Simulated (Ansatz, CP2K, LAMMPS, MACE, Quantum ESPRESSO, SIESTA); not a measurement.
# Amorphous 36HfO2-64SiO2 (mol %) (84 atoms): relaxed, then solved by several programs

What does relaxation change in amorphous 36HfO2-64SiO2 (mol %) (84 atoms), and how far do other programs agree with plane waves on the relaxed cell?

All numbers are calculated, not measured.

## Step 1: The cell

The cell holds 84 atoms (10 Hf, 18 Si and 56 O), with edges of 10.71, 10.71 and 10.71 Å. Recipe: 84 atoms (10 Zr, 18 Si, 56 O) placed at random at 3.13 g/cm³, melted at 5000 K for 10 ps at fixed volume with the Morse and Coulomb pair potential with partial charges (Pedone, Malavasi, Menziani, Cormack and Segre, J. Phys. Chem. B 110, 11780 (2006)). Quenched from 5000 K to 300 K at 50 K/ps and fixed volume, held 5 ps, then minimised at fixed cell. Then Zr was replaced by Hf (the potential has no terms for the new elements, so the cell is a start for a DFT relaxation). Then the atoms were relaxed with MACE MP-0b3 medium in the fixed cell. Then the atoms were relaxed with CP2K double zeta, PBE.

## Step 2: The relaxation

CP2K double zeta (DZVP-MOLOPT-SR, GTH-PBE potentials, 480 Ry; k-points Γ) took 13 geometry steps and reached its thresholds. It started from the geometry that MACE MP-0b3 medium had relaxed.

It took 8.7 min on 4 MPI ranks of Intel Xeon Platinum 8488C (Sapphire Rapids), shared host; peak memory 2.8 GiB.

```tsv
	before	after
energy (meV/atom)	0	-3.8
Si-O bonds under 2.16 Å	72 at 1.652 Å	72 at 1.657 Å
Hf-O bonds under 3.02 Å	56 at 2.140 Å	56 at 2.137 Å
```

Atoms moved by 0.03 Å r.m.s. and 0.07 Å at most, with the common shift taken off.

## Step 3: Local order after relaxation

Density 4.31 g/cm³, 14.61 Å³ an atom.

Pair distribution functions g(r), in bins of 0.2 Å:

```tsv
r (Å)	total	O-O	O-Si	O-Hf	Si-Si	Si-Hf	Hf-Hf
1.60	3.29	0.00	11.50	0.00	0.00	0.00	0.00
1.80	0.40	0.00	1.25	0.25	0.00	0.00	0.00
2.00	1.12	0.00	0.00	7.04	0.00	0.00	0.00
2.20	0.34	0.00	0.00	2.15	0.00	0.00	0.00
2.40	0.19	0.05	0.08	0.93	0.00	0.00	0.00
2.60	1.41	3.03	0.00	0.40	0.00	0.00	0.00
2.80	1.43	2.98	0.18	0.22	0.36	0.00	0.00
3.00	0.82	1.43	0.22	0.00	2.66	0.00	0.00
3.20	0.83	0.92	0.43	0.17	4.18	1.02	1.88
3.40	0.80	0.53	0.93	0.38	0.25	3.77	2.52
3.60	0.92	0.58	1.05	0.88	0.24	3.37	3.04
3.80	0.96	0.67	1.60	0.78	0.00	1.31	0.69
4.00	0.96	0.70	1.43	1.25	0.57	0.00	1.24
4.20	1.08	0.65	1.75	1.38	0.52	0.47	1.66
4.40	1.18	1.01	1.31	1.66	1.70	0.27	0.00
4.60	0.98	0.85	0.87	1.52	1.13	1.02	0.48
4.80	1.17	1.28	0.95	1.44	1.45	0.48	0.41
5.00	1.11	1.41	0.75	1.04	0.73	1.30	0.39
5.20	1.00	1.32	0.66	0.80	0.56	1.10	0.72
```

Bonds by pair of elements; cutoffs follow the first minimum of g(r), held within bounds set by covalent radii, and pairs that aren't listed don't count as bonded:

```tsv
pair A-B	cutoff (Å)	bonds	mean length (Å)	spread (Å)	shortest (Å)	B about A	A about B
O-Si	2.16	72	1.66	0.046	1.61	1.29	4
O-Hf	3.02	56	2.14	0.222	1.90	1	5.6
```

How many atoms have how many bonded neighbours:

```tsv
element	mean	2	3	4	5	6	7
Hf	5.6	0	0	0	5	4	1
O	2.29	40	16	0	0	0	0
Si	4	0	0	18	0	0	0
```

Bond angles, per cent of each kind in bins of 5°:

```tsv
angle (°)	O-Hf-O	O-Si-O	Hf-O-Si	Si-O-Si	Hf-O-Hf
55–60	1.5	0.0	0.0	0.0	0.0
60–65	0.0	0.0	0.0	0.0	0.0
65–70	4.6	0.0	0.0	0.0	0.0
70–75	5.3	0.0	0.0	0.0	0.0
75–80	6.1	0.0	0.0	0.0	0.0
80–85	9.2	0.0	0.0	0.0	4.5
85–90	8.4	0.0	0.0	0.0	4.5
90–95	14.5	0.0	0.0	0.0	9.1
95–100	8.4	3.7	2.3	0.0	9.1
100–105	6.9	24.1	2.3	0.0	27.3
105–110	4.6	28.7	2.3	4.3	13.6
110–115	3.0	25.9	4.7	0.0	4.5
115–120	0.8	13.9	4.7	4.3	0.0
120–125	4.6	2.8	11.6	8.7	0.0
125–130	2.3	0.9	11.6	13.0	4.5
130–135	3.8	0.0	7.0	4.3	4.5
135–140	2.3	0.0	7.0	8.7	0.0
140–145	1.5	0.0	9.3	26.1	0.0
145–150	1.5	0.0	9.3	8.7	0.0
150–155	3.0	0.0	11.6	13.0	4.5
155–160	2.3	0.0	2.3	4.3	0.0
160–165	1.5	0.0	4.7	0.0	9.1
165–170	0.8	0.0	0.0	4.3	4.5
170–175	3.0	0.0	7.0	0.0	0.0
175–180	0.0	0.0	2.3	0.0	0.0
```

Bond angles (no mean is given where the spread exceeds 20°):

```tsv
angle	count	mean (°)	spread (°)
O-Hf-O	131	-	-
O-Si-O	108	109	6
Hf-O-Si	43	138	19.2
Si-O-Si	23	138	13.8
Hf-O-Hf	22	-	-
```

Oxygen atoms by the number of network formers (Si, P, Ge, B, Al, As, Ga) bound to them:

```tsv
network formers bound to O	O atoms	per cent
0	6	10.7
1	29	51.8
2	20	35.7
3	1	1.8
```

Network units: each former by its oxygen neighbours and how many of them bridge to another former:

```tsv
former	O neighbours	bridging O	atoms
Si	4	1	3
Si	4	2	7
Si	4	3	6
Si	4	4	2
```

Bond length by coordination (bonds to H left out):

```tsv
element	coordination	atoms	mean bond length (Å)
Hf	5	5	2.07
Hf	6	4	2.16
Hf	7	1	2.28
O	2	40	1.75
O	3	16	2.07
```

With the cutoffs above, 50 % of Hf atoms have 5, 71 % of O atoms have 2 and all Si atoms have 4 bonded neighbours. Counting bonds to Si alone, not to Hf, 36 % of the oxygens join two of these atoms and 52 % one; 2 % join three; 11 % join none. The commonest Si unit has 4 oxygens, 2 of them shared with other formers (7 of 18 atoms).

## Step 4: The plane-wave reference

Quantum ESPRESSO 7.5: Kohn-Sham DFT, PBE, SSSP efficiency 1.3.0 pseudopotentials, plane waves. Its input for the relaxed cell:

```
&control
  calculation = 'scf'
  pseudo_dir = './pseudo'
  outdir = './tmp'
  disk_io = 'none'
  tprnfor = .true.
  tstress = .true.
/
&system
  ibrav = 0
  nat = 84
  ntyp = 3
  ecutwfc = 60
  ecutrho = 480
  nosym = .true.
  occupations = 'smearing'
  smearing = 'fd'
  degauss = 0.003675
/
&electrons
  conv_thr = 4.2e-07
  electron_maxstep = 100
  mixing_beta = 0.4
  mixing_mode = 'plain'
  diagonalization = 'david'
/
ATOMIC_SPECIES
Hf 178.490 Hf.upf
Si 28.085 Si.upf
O 15.999 O.upf
CELL_PARAMETERS angstrom
10.70720 0.00000 0.00000
0.00000 10.70720 0.00000
0.00000 0.00000 10.70720
ATOMIC_POSITIONS crystal
Hf 0.75871 0.16321 0.61629
Hf 0.32200 0.18276 0.45213
Hf 0.08064 0.62884 0.58308
[... 79 atom lines left out ...]
O 0.70094 0.15966 0.44269
O 0.70058 0.94374 0.97956
K_POINTS gamma
```

Wall time 2.4 min (4 MPI ranks of Intel Xeon Platinum 8488C (Sapphire Rapids), shared host); peak memory 4 GiB.

## Step 5: Side by side

CPU times are from a shared host and are rough.

```
                level                    basis or training data  k-points  own r.m.s. force (meV/Å)  difference from the reference (meV/Å)  pressure (GPa)  Kohn-Sham gap (eV)  CPU time  memory (GiB)
              QE, PBE   plane waves, SSSP efficiency, 60/480 Ry         Γ                       154                                      -           -3.34                4.15   9.7 min           4.0
CP2K triple zeta, PBE     TZV2P-UZH, GTH-PBE potentials, 600 Ry         Γ                       142                                     99           -5.28                4.16    12 min           6.0
      SIESTA DZP, PBE  DZP orbitals, shift 0.01 Ry, mesh 400 Ry         Γ                       189                                    182           -1.38                3.96   5.2 min           2.3
   MACE MP-0b3 medium        trained on PBE(+U) plane-wave data         -                       185                                     96           -3.48                   -     7.4 s           1.1
```

The gap is the spacing of the highest filled and lowest empty Kohn-Sham level on the mesh; a dash marks partly filled levels, a spacing under 0.15 eV or a method without such levels.

## Step 6: Outcome

Relaxation in the fixed cell lowers the energy by 4 meV/atom at its own level and moves atoms by up to 0.07 Å. The reference finds an r.m.s. force of 154 meV/Å there and a pressure of -3.34 GPa, at a geometry that CP2K double zeta made. Forces differ from the reference's by 96 meV/Å (MACE MP-0b3 medium), 99 meV/Å (CP2K triple zeta, PBE) and 182 meV/Å (SIESTA DZP, PBE).

CP2K double zeta is at its own minimum here, so the reference's force is itself a measure of how the two differ. Pressures lie -0.1 GPa (MACE MP-0b3 medium), -1.9 GPa (CP2K triple zeta, PBE) and +2.0 GPa (SIESTA DZP, PBE) from the reference's. The highest filled and lowest empty levels lie 4.15 eV apart in the reference, against 4.16 eV in CP2K triple zeta, PBE and 3.96 eV in SIESTA DZP, PBE. With the cutoffs above, 50 % of Hf atoms have 5, 71 % of O atoms have 2 and all Si atoms have 4 bonded neighbours.

**Limits.** The density was set by the recipe and held. One sample of a disordered cell; defect or tail levels can set the gap. Gaps are read on the mesh, which holds the band edges only if they fold onto it, and semilocal functionals tend to put them under measured ones. The quench rate of 50 K/ps is many orders above laboratory rates, so the cell is likely richer in defects and strain than a real sample. The reference samples only Γ, in a cell whose shortest periodic width is 11 Å. Spin–orbit coupling is left out, which matters for the levels of the heavy elements. The plane-wave runs aren't exact: their cutoffs and mesh weren't converged further here. SIESTA's automatically made basis is far from complete, and its potentials were converted by us (checked for H, C, O, Si, Ge and Ca alone). Where levels are smeared, the DFT runs use Fermi–Dirac occupations at 580 K (0.05 eV), and energies are free energies.

[Logs are printed without paths, hosts, clocks, repeated set-up lines and the standing remarks that a program may print on its own settings, such as how far it seeks lower states.]

[Hosts, paths, dates, database ids (printed as entryN), source tags and the programs' standing remarks are cut or masked in the printed files.]
